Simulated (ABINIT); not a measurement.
# A GW chain in ABINIT: MoS2 (P6_3/mmc)

How does a plane-wave GW calculation on MoS2 (P6_3/mmc) run from the first input to the gap?

Main program and level: ABINIT 10.8.3; LDA and many-body steps on it, plane waves.

The database entry behind the starting cell differs from later determinations by our own check (about 0.3 % long), so it need not match the best structure at ambient conditions.

## Step 1: Set-up

The structure is hexagonal, space group P6_3/mmc (No. 194). The conventional cell has a = 3.169 Å, b = 3.169 Å, c = 12.324 Å, α = 90.00°, β = 90.00°, γ = 120.00°. Nearest to Mo lie 6 S at 2.41 Å. Nearest to S lie 3 Mo at 2.41 Å. Farther neighbours and most contacts between anions are not listed.

The cell and positions come from the Crystallography Open Database and are kept as given unless a step says otherwise.

## Step 2: Ground state

This step: ABINIT 10.8.3; DFT, LDA, plane waves, norm-conserving pseudopotentials.

The ground-state density comes first.

Contents of run.abi:

```
acell 3*1.0 Angstrom
rprim 
  3.169000000004 -0.000000000001 0.000000000000
  -1.584500000001 2.744434504597 0.000000000000
  0.000000000000 0.000000000000 12.324000000000
ntypat 2
znucl 42 16
natom 6
typat 1 1 2 2 2 2
xred 
  0.333333333333 0.666666666667 0.250000000000
  0.666666666667 0.333333333333 0.750000000000
  0.333333333333 0.666666666667 0.623000000000
  0.666666666667 0.333333333333 0.123000000000
  0.333333333333 0.666666666667 0.877000000000
  0.666666666667 0.333333333333 0.377000000000
pp_dirpath "pseudos"
pseudos "Mo.upf, S.upf"
ecut 36
ngkpt 6 6 2
nshiftk 1
shiftk 0 0 0
kptopt 1
chksymbreak 0
nband 33
occopt 1
tolvrs 1e-10
nstep 60
prtwf 0
optforces 0
optstress 0
indata_prefix "in"
outdata_prefix "out"
tmpdata_prefix "tmp"
```

Started as:

```sh
$ OMP_NUM_THREADS=1 mpirun -n 4 abinit run.abi > log
```

Numbers of over 12 decimals in the logs are rounded to 6 here.

Output:

```text
.Version 10.8.3 of ABINIT. v10.8.2 released Aug 2026.

 Symmetries : space group P6_3/m m c (#194); Bravais hP (primitive hexag.)
================================================================================
 Values of the parameters that define the memory need of the present run
     intxc =       0    ionmov =       0      iscf =       7    lmnmax =       6
     lnmax =       6     mgfft =     128  mpssoang =       3    mqgrid =    6291
     natom =       6  nloc_mem =       1    nspden =       1   nspinor =       1
    nsppol =       1      nsym =      24    n1xccc =    2501    ntypat =       2
    occopt =       1   xclevel =       1
-    mband =          33        mffmem =           1         mkmem =           4
       mpw =        7490          nfft =      165888          nkpt =          14
================================================================================
  Rough estimation (10% accuracy) of disk space for files :
================================================================================

--------------------------------------------------------------------------------
------------- Echo of variables that govern the present computation ------------
--------------------------------------------------------------------------------
 -outvars: echo values of preprocessed input variables --------
            acell      1.8897261259E+00  1.8897261259E+00  1.8897261259E+00 Bohr

      chksymbreak           0
             ecut      3.60000000E+01 Hartree
-          fftalg         312

              ixc       -1012
              kpt      0.00000000E+00  0.00000000E+00  0.00000000E+00
                       1.66666667E-01  0.00000000E+00  0.00000000E+00
                       3.33333333E-01  0.00000000E+00  0.00000000E+00
                       5.00000000E-01  0.00000000E+00  0.00000000E+00
                       1.66666667E-01  1.66666667E-01  0.00000000E+00
                       3.33333333E-01  1.66666667E-01  0.00000000E+00
                       3.33333333E-01  3.33333333E-01  0.00000000E+00
                       0.00000000E+00  0.00000000E+00  5.00000000E-01
                       1.66666667E-01  0.00000000E+00  5.00000000E-01
                       3.33333333E-01  0.00000000E+00  5.00000000E-01
                       5.00000000E-01  0.00000000E+00  5.00000000E-01
[...]
kptrlatt        6    0    0      0    6    0      0    0    2
          kptrlen      3.59312526E+01
P           mkmem           4
            natom           6
            nband          33
            ngfft          36      36     128
             nkpt          14
            nstep          60
             nsym          24
           ntypat           2
              occ      2.000000  2.000000  2.000000  2.000000  2.000000  2.000000
                       2.000000  2.000000  2.000000  2.000000  2.000000  2.000000
                       2.000000  2.000000  2.000000  2.000000  2.000000  2.000000
                       2.000000  2.000000  2.000000  2.000000  2.000000  2.000000
                       2.000000  2.000000  0.000000  0.000000  0.000000  0.000000
[...]
optforces           0
        optstress           0
            prtwf           0
            rprim      3.1690000000E+00 -1.0000000000E-12  0.0000000000E+00
[...]
spgroup         194

           tolvrs      1.00000000E-10

             xred      3.3333333333E-01  6.6666666667E-01  2.5000000000E-01
[...]
znucl       42.00000   16.00000

================================================================================

 chkinp: Checking input parameters for consistency.

================================================================================
== DATASET  1 ==================================================================
-   mpi_nproc: 4, omp_nthreads: 1 (-1 if OMP is not activated)

--- !DatasetInfo
iteration_state: {dtset: 1, }
dimensions: {natom: 6, nkpt: 14, mband: 33, nsppol: 1, nspinor: 1, nspden: 1, mpw: 7490, }
cutoff_energies: {ecut:  36.0, pawecutdg:  -1.0, }
electrons: {nelect:   5.20000000E+01, charge:   0.00000000E+00, occopt:   1.00000000E+00, tsmear:   1.00000000E-02, }

 Real(R)+Recip(G) space primitive vectors, cartesian coordinates (Bohr,Bohr^-1):
 R(1)=  5.9885421  0.0000000  0.0000000  G(1)=  0.1669856  0.0964092  0.0000000
 R(2)= -2.9942710  5.1862296  0.0000000  G(2)=  0.0000000  0.1928183  0.0000000
 R(3)=  0.0000000  0.0000000 23.2889848  G(3)=  0.0000000  0.0000000  0.0429388
 Unit cell volume ucvol=  7.2330822E+02 bohr^3
 Angles (23,13,12)=  9.00000000E+01  9.00000000E+01  1.20000000E+02 degrees

 getcut: wavevector=  0.0000  0.0000  0.0000  ngfft=  36  36 128
         ecut(hartree)=     36.000   => boxcut(ratio)=   2.03490

--- Pseudopotential description ------------------------------------------------
- Mo Generated using ONCVPSP code by D. R. Hamann
- 42.00000  14.00000  180309                  znucl, zion, pspdat
12 -1012 2 -1 1602                            pspcod,pspxc,lmax,lloc,mmax
     nproj     2     2     2
  pspatm : epsatm=   15.87300509
         --- l  ekb(1:nproj) -->
[...]
pspatm: atomic psp has been read  and splines computed

- S Generated using ONCVPSP code by D. R. Hamann
- 16.00000   6.00000  180309                  znucl, zion, pspdat
12 -1012 2 -1 1132                            pspcod,pspxc,lmax,lloc,mmax
     nproj     2     2     2
  pspatm : epsatm=    8.64647033
         --- l  ekb(1:nproj) -->
[...]
pspatm: atomic psp has been read  and splines computed

   3.44925836E+03                                ecore*ucvol(ha*bohr**3)
--------------------------------------------------------------------------------

_setup2: Arith. and geom. avg. npw (full set) are    7464.403    7464.370

================================================================================

--- !BeginCycle
iteration_state: {dtset: 1, }
solver: {iscf: 7, nstep: 60, nline: 4, wfoptalg: 0, }
tolerances: {tolvrs: 1.00E-10, }

     iter   Etot(hartree)      deltaE(h)  residm     vres2
 ETOT  1  -184.64300100378    -1.846E+02 9.662E-02 3.079E+03
 ETOT  2  -182.81473883850     1.828E+00 3.683E-02 2.653E+04
 ETOT  3  -185.18626197076    -2.372E+00 1.031E-02 3.550E+00
 ETOT  4  -185.18833519732    -2.073E-03 3.590E-03 5.646E+00
 ETOT  5  -185.18865175892    -3.166E-04 4.085E-04 5.644E-01
 ETOT  6  -185.18872246458    -7.071E-05 4.533E-04 1.478E-01
 ETOT  7  -185.18873054673    -8.082E-06 2.344E-04 2.028E-04
 ETOT  8  -185.18873058507    -3.834E-08 3.221E-04 1.077E-05
 ETOT  9  -185.18873058692    -1.847E-09 1.661E-04 4.379E-06
 ETOT 10  -185.18873058718    -2.630E-10 2.203E-04 1.333E-07
 ETOT 11  -185.18873058718    -5.684E-12 1.117E-04 1.019E-08
 ETOT 12  -185.18873058721    -2.331E-11 1.893E-04 1.676E-11

 At SCF step   12       vres2   =  1.68E-11 < tolvrs=  1.00E-10 =>converged.

--- !ResultsGS
iteration_state: {dtset: 1, }
comment   : Summary of ground state results
lattice_vectors:
- [  5.9885421,  -0.0000000,   0.0000000, ]
- [ -2.9942710,   5.1862296,   0.0000000, ]
- [  0.0000000,   0.0000000,  23.2889848, ]
lattice_lengths: [   5.98854,    5.98854,   23.28898, ]
lattice_angles: [ 90.000,  90.000, 120.000, ] # degrees, (23, 13, 12)
lattice_volume:   7.2330822E+02
convergence: {deltae: -2.331E-11, res2:  1.676E-11, residm:  1.893E-04, diffor:  0.000E+00, }
etotal    :  -1.85188731E+02
entropy   :   0.00000000E+00
fermie    :   3.03866916E-01
cartesian_stress_tensor: null
pressure_GPa: null
xred      :
- [  3.3333E-01,   6.6667E-01,   2.5000E-01, Mo]
- [  6.6667E-01,   3.3333E-01,   7.5000E-01, Mo]
- [  3.3333E-01,   6.6667E-01,   6.2300E-01,  S]
- [  6.6667E-01,   3.3333E-01,   1.2300E-01,  S]
- [  3.3333E-01,   6.6667E-01,   8.7700E-01,  S]
- [  6.6667E-01,   3.3333E-01,   3.7700E-01,  S]
cartesian_forces: null
force_length_stats: {min: null, max: null, mean: null, }

 Integrated electronic density in atomic spheres:
 ------------------------------------------------
 Atom  Sphere_radius  Integrated_density
[...]
================================================================================

 ----iterations are completed or convergence reached----

 Mean square residual over all n,k,spin=   14.415E-07; max=  18.928E-05
 reduced coordinates (array xred) for    6 atoms
[...]
0.666666666667      0.333333333333      0.750000000000
       0.333333333333      0.666666666667      0.623000000000
       0.666666666667      0.333333333333      0.123000000000
       0.333333333333      0.666666666667      0.877000000000
       0.666666666667      0.333333333333      0.377000000000
 rms dE/dt=  0.0000E+00; max dE/dt=  0.0000E+00; dE/dt below (all hartree)
    1       0.000000000000      0.000000000000      0.000000000000
    2       0.000000000000      0.000000000000      0.000000000000
    3       0.000000000000      0.000000000000      0.000000000000
    4       0.000000000000      0.000000000000      0.000000000000
    5       0.000000000000      0.000000000000      0.000000000000
    6       0.000000000000      0.000000000000      0.000000000000

 cartesian coordinates (angstrom) at end:
    1      6.7e-13     1.829623     3.081000
    2      1.584500     0.914812     9.243000
    3      6.7e-13     1.829623     7.677852
    4      1.584500     0.914812     1.515852
    5      6.7e-13     1.829623    10.808148
    6      1.584500     0.914812     4.646148
 length scales=  1.889726125908  1.889726125908  1.889726125908 bohr
              =  1.000000000000  1.000000000000  1.000000000000 angstroms
 prteigrs : about to open file out_EIG
 Fermi (or HOMO) energy (hartree) =   0.30387   Average Vxc (hartree)=  -0.41409
 Eigenvalues (hartree) for nkpt=  14  k points:
 kpt#   1, nband= 33, wtk=  0.01389, kpt=  0.0000  0.0000  0.0000 (reduced coord)
  -1.95207   -1.95207   -1.00449   -1.00449   -0.99570   -0.99570   -0.99570   -0.99570
  -0.24432   -0.23414   -0.19945   -0.18263    0.05009    0.08930    0.17341    0.18312
   0.18312    0.18359    0.18359    0.22356    0.22356    0.22528    0.22528    0.25972
   0.26124    0.30387    0.38042    0.38064    0.38143    0.38155    0.38687    0.38705
   0.39332
 prteigrs : prtvol=0 or 1, do not print more k-points.

--- !EnergyTerms
iteration_state     : {dtset: 1, }
comment             : Components of total free energy in Hartree
kinetic             :  5.99278736966911E+01
hartree             :  5.39874539839537E+01
xc                  : -3.32316608945557E+01
Ewald energy        : -1.19847493795111E+02
psp_core            :  4.76872549628624E+00
local_psp           : -1.74117323575824E+02
non_local_psp       :  2.33236945013513E+01
total_energy        : -1.85188730587208E+02
total_energy_eV     : -5.03924207641143E+03
band_energy         : -1.64503047837956E+01

== END DATASET(S) ==============================================================
================================================================================

 -outvars: echo values of variables after computation  --------
           etotal     -1.8518873059E+02
            nband          33
             nkpt          14
          spgroup         194
 [... the other variables as echoed above ...]

 Calculation completed.
```

Elapsed: 47 s, on 4 MPI ranks of Arm Neoverse V1, shared host; peak memory 0.43 GiB.

Numbers from this step:

```yaml
total_energy: -5039.2421 eV
gap: 0.8172 eV
k_of_the_valence_top: 0, 0, 0
k_of_the_conduction_bottom: 0.1667, 0.1667, 0
least_direct_gap: 1.648 eV
```

The gap is indirect, with the least direct gap 0.83 eV higher.

(Continued in part 2 of 3.)

[Paths, hosts, dates, memory and timing lines, banners, echoed tables and standing remarks are left out of the program output.]

[Logs are printed without paths, hosts, clocks, repeated set-up lines and the standing remarks that a program may print on its own settings, such as how far it seeks lower states.]

[Runs of the session that timed out or met a known fault of the program may be left out.]

[Hosts, paths, dates, database ids (printed as entryN), source tags and the programs' standing remarks are cut or masked in the printed files.]

[G0W0 gaps are taken among the corrected bands and points alone; a level outside them can change the order at an edge.]

[Where Ansatz stands beside ABINIT at settings called matched, ABINIT's density can come from a denser mesh and the files from another edition; pairs whose starting gaps differed by over 0.03 eV were left out, so agreement reads better than it is.]
